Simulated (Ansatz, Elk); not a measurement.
# How far do independent atoms describe YAl2As2?

Structure refinements treat a crystal as free atoms side by side. For a made-up structure of YAl2As2 (cell and positions from a r2SCAN relaxation) the runs below show what the calculated density changes in F(hkl).

Calculated with Elk 11.2.3 (patched build); DFT, PBE, all-electron APW+lo, Dirac cores, scalar-relativistic bands, static density, no spin.

This account leaves out most program logs.

The structure was built from a prototype and need not be the compound's stable phase.

### 1. The structure

Symmetry: P-3m1, No. 164, trigonal system. Conventional cell: a = 4.447 Å, b = 4.447 Å, c = 6.156 Å, α = 90.00°, β = 90.00°, γ = 120.00°. Nearest to Y lie 6 As at 3.06 Å and 6 Al at 3.26 Å. As has 4 Al at 2.50 to 2.59 Å and 3 Y at 3.06 Å nearest. Al has 4 As at 2.50 to 2.59 Å and 3 Y at 3.26 Å nearest. Farther neighbours are not listed.

### 2. Ground state and structure factors

An all-electron density is needed, since X-rays see the cores too. Task 0 finds the density and task 195 Fourier-transforms it; tshift is off so that phases refer to the origin typed.

Contents of elk.in:

```
tasks
  0
  195

xctype
  20

spinpol
  .false.

rgkmax
  7.0

gmaxvr
  14.0

lmaxo
  7

lmaxapw
  8

swidth
  0.002

tshift
  .false.

ramdisk
  .false.

hmaxvr
  5.5

maxscl
  120

epspot
  1e-06

sppath
  './'

avec
  8.40342298671 0.00000000000 0.00000000000
  -4.20171149335 7.27757778524 -0.00000000000
  0.00000000000 -0.00000000000 11.63320006469

atoms
  3
  'Y.in'
  1
  0.0000000000 0.0000000000 -0.0000000000   0.000000 0.000000 0.000000
  'As.in'
  2
  0.6666666667 0.3333333333 0.7309956894   0.000000 0.000000 0.000000
  0.3333333333 0.6666666667 0.2690043106   0.000000 0.000000 0.000000
  'Al.in'
  2
  0.6666666667 0.3333333333 0.3251544528   0.000000 0.000000 0.000000
  0.3333333333 0.6666666667 0.6748455472   0.000000 0.000000 0.000000

ngridk
  6 6 4
```

Started as:

```
> OMP_NUM_THREADS=4 elk
```

Run time: 27 s. Hardware: 4 threads of Arm Neoverse V2, shared host; peak memory 0.21 GiB; 68 s of CPU time.

SFACRHO.OUT:

```text

h k l indices transformed by vhmat matrix:
   1.000000000       0.000000000       0.000000000    
   0.000000000       1.000000000       0.000000000    
   0.000000000       0.000000000       1.000000000    

      h      k      l  multipl.   |H|            Re(F)            Im(F)           |F|

      0      0      0      1   0.0000000       131.00000      0.50353542E-16   131.00000    
      0      0      1      2  0.54010808       18.327723      -0.0000000       18.327723    
      0      1      0      6  0.86336216      -5.9756898      0.12341630E-14   5.9756898    
     -1      0      1      6   1.0183864       73.870047      0.19746609E-13   73.870047    
      0      1     -1      6   1.0183864       7.5106275      0.10876062E-13   7.5106275    
      0      0      2      2   1.0802162      -33.534403     -0.22214935E-13   33.534403    
     -1      0     -2      6   1.3828453       58.754606      -0.0000000       58.754606    
      1     -1      2      6   1.3828453       62.603820      0.98733043E-14   62.603820    
      1     -2      0      6   1.4953871       97.558421     -0.78122371E-16   97.558421    
      1      1     -1     12   1.5899369       15.187042      0.61708152E-14   15.187042    
      0      0     -3      2   1.6203242       62.518462     -0.14655686E-13   62.518462    
     -2      2      0      6   1.7267243      -4.0710716      -0.0000000       4.0710716    
      0      2      1      6   1.8092246       6.2050912      0.50909225E-14   6.2050912    
      0      2     -1      6   1.8092246       62.041492     -0.13575793E-13   62.041492    
      1      0     -3      6   1.8359861      -24.473660      0.41961543E-13   24.473660    
      0     -1      3      6   1.8359861       46.963362      0.24683261E-13   46.963362    
     -1     -1     -2     12   1.8447356      -27.316829      0.11107467E-13   27.316829    
      2      0     -2      6   2.0367729       50.785027     -0.27151587E-13   50.785027
```

Elk indexes on the primitive cell of elk.in and gives |H| = 4π sin θ/λ in inverse bohr. Below, one row stands for each form hkl of the conventional cell (m members, Friedel mates merged), F is for one primitive cell and the density is static (no thermal factor). Free-atom factors are Waasmaier and Kirfel's, and R is Σm||F|−|F'||/Σm|F|.

| hkl | m | sin θ/λ (Å⁻¹) | abs F, DFT | neutral atoms | diff. |
| --- | --- | --- | --- | --- | --- |
| 001 | 2 | 0.081 | 18.328 | 18.246 | +0.082 |
| 100 | 6 | 0.130 | 5.976 | 5.838 | +0.138 |
| 011 | 6 | 0.153 | 73.870 | 73.656 | +0.215 |
| 101 | 6 | 0.153 | 7.511 | 7.624 | -0.113 |
| 002 | 2 | 0.162 | 33.534 | 33.139 | +0.395 |
| 102 | 6 | 0.208 | 58.755 | 58.716 | +0.039 |
| 012 | 6 | 0.208 | 62.604 | 62.842 | -0.238 |
| 110 | 6 | 0.225 | 97.558 | 97.730 | -0.171 |
| 111 | 12 | 0.239 | 15.187 | 15.236 | -0.049 |
| 003 | 2 | 0.244 | 62.519 | 62.917 | -0.398 |
| 200 | 6 | 0.260 | 4.071 | 4.302 | -0.231 |
| 021 | 6 | 0.272 | 6.205 | 6.115 | +0.090 |
| 201 | 6 | 0.272 | 62.041 | 62.163 | -0.121 |
| 013 | 6 | 0.276 | 24.474 | 24.835 | -0.361 |
| 103 | 6 | 0.276 | 46.963 | 47.111 | -0.148 |
| 112 | 12 | 0.277 | 27.317 | 27.761 | -0.444 |
| 022 | 6 | 0.306 | 50.785 | 51.005 | -0.221 |
| 202 | 6 | 0.306 | 54.260 | 54.428 | -0.169 |

### 3. The highest occupied states alone

An energy window below the Fermi level keeps the highest occupied states, to see at which angles they scatter; shallow core shells can lie inside it and anion s states outside. No new self-consistency is needed.

elk.in, as its differences from that of step 2:

```diff
@@ -1,3 +1,2 @@
 tasks
-  0
   195
@@ -40,2 +39,5 @@
 
+wsfac
+  -0.160220 0.580770
+
 sppath
```

Started as:

```
> OMP_NUM_THREADS=4 elk
```

Wall time 11 s (4 threads); peak memory 0.16 GiB; 13 s of CPU time.

States within 12 eV below the Fermi level hold 17.01 electrons; any levels below the window count with the cores. Their amplitudes can exceed the total, where window and core parts have opposite phase:

| hkl | sin θ/λ (Å⁻¹) | abs F, window | abs F, all |
| --- | --- | --- | --- |
| 001 | 0.081 | 0.626 | 18.328 |
| 100 | 0.130 | 2.418 | 5.976 |
| 011 | 0.153 | 2.373 | 73.870 |
| 101 | 0.153 | 0.989 | 7.511 |
| 002 | 0.162 | 3.203 | 33.534 |
| 102 | 0.208 | 0.766 | 58.755 |
| 012 | 0.208 | 0.505 | 62.604 |
| 110 | 0.225 | 0.804 | 97.558 |
| 111 | 0.239 | 0.005 | 15.187 |
| 003 | 0.244 | 0.206 | 62.519 |

### 4. Another functional

The difference from free atoms is small, so it is set against the change that LDA (Perdew-Wang) makes.

elk.in, as its differences from that of step 3:

```diff
@@ -1,2 +1,3 @@
 tasks
+  0
   195
@@ -4,3 +5,3 @@
 xctype
-  20
+  3
 
@@ -39,5 +40,2 @@
 
-wsfac
-  -0.160220 0.580770
-
 sppath
```

Started as:

```
> OMP_NUM_THREADS=4 elk
```

It took 16 s on 4 threads; peak memory 0.16 GiB; 45 s of CPU time.

Against the first run R = 0.07 %; the largest change is -0.062 at 205.

### 5. Basis size

The basis and the expansions that go with it are enlarged, to see whether the differences are converged.

elk.in, as its differences from that of step 4:

```diff
@@ -5,3 +5,3 @@
 xctype
-  3
+  20
 
@@ -11,12 +11,12 @@
 rgkmax
-  7.0
+  8.5
 
 gmaxvr
-  14.0
+  18.0
 
 lmaxo
-  7
+  9
 
 lmaxapw
-  8
+  10
```

Started as:

```
> OMP_NUM_THREADS=4 elk
```

The job ended after 68 s (4 threads; peak memory 0.42 GiB; 2.9 min of CPU time).

Against the first run R = 0.00 %; the largest change is -0.005 at 015.

### 6. Settings against the effect

| run | R against the first run (%) | R against neutral atoms, low angle (%) | wall time |
| --- | --- | --- | --- |
| PBE, rgkmax 7 | 0.00 | 0.55 | 27 s |
| LDA (Perdew-Wang) | 0.07 | 0.54 | 16 s |
| rgkmax 8.5 with larger expansions | 0.00 | 0.55 | 68 s |

### 7. Results

| Item | Value |
| --- | --- |
| R against neutral atoms, sin θ/λ < 0.3 Å⁻¹ | 0.55 % |
| R against neutral atoms, 0.3 to 0.71 Å⁻¹ | 0.19 % |

Independent neutral atoms miss the calculated amplitudes by R = 0.55 % below 0.3 Å⁻¹ and 0.19 % from there to 0.71 Å⁻¹; by shells, 1.37 % below 0.15 Å⁻¹ (2 forms), 0.53 % 0.15 to 0.3 (14 forms), 0.24 % 0.3 to 0.45 (27 forms), 0.18 % above 0.45 (106 forms). Bonding, aspherical density and the tables' own atoms all enter these figures, and the runs don't part them. The largest change of an amplitude is -0.44 electrons, at 112. The window's part falls from 17.0 electrons at the origin to at most 0.28 between 0.45 and 0.71 Å⁻¹. Below 0.3 Å⁻¹ the changes that finished (LDA (Perdew-Wang) and rgkmax 8.5 with larger expansions) move F by R = 0.03 % at most, against the 0.55 % that separates it from free atoms. The k-mesh has no finished test. Part of the difference isn't bonding: the tables are fits to free atoms and ions calculated by other methods than this functional. Thermal motion, anomalous dispersion and extinction are left out.

[Logs are printed without paths, hosts, clocks, repeated set-up lines and the standing remarks that a program may print on its own settings, such as how far it seeks lower states.]

[Hosts, paths, dates, database ids (printed as entryN), source tags and the programs' standing remarks are cut or masked in the printed files.]
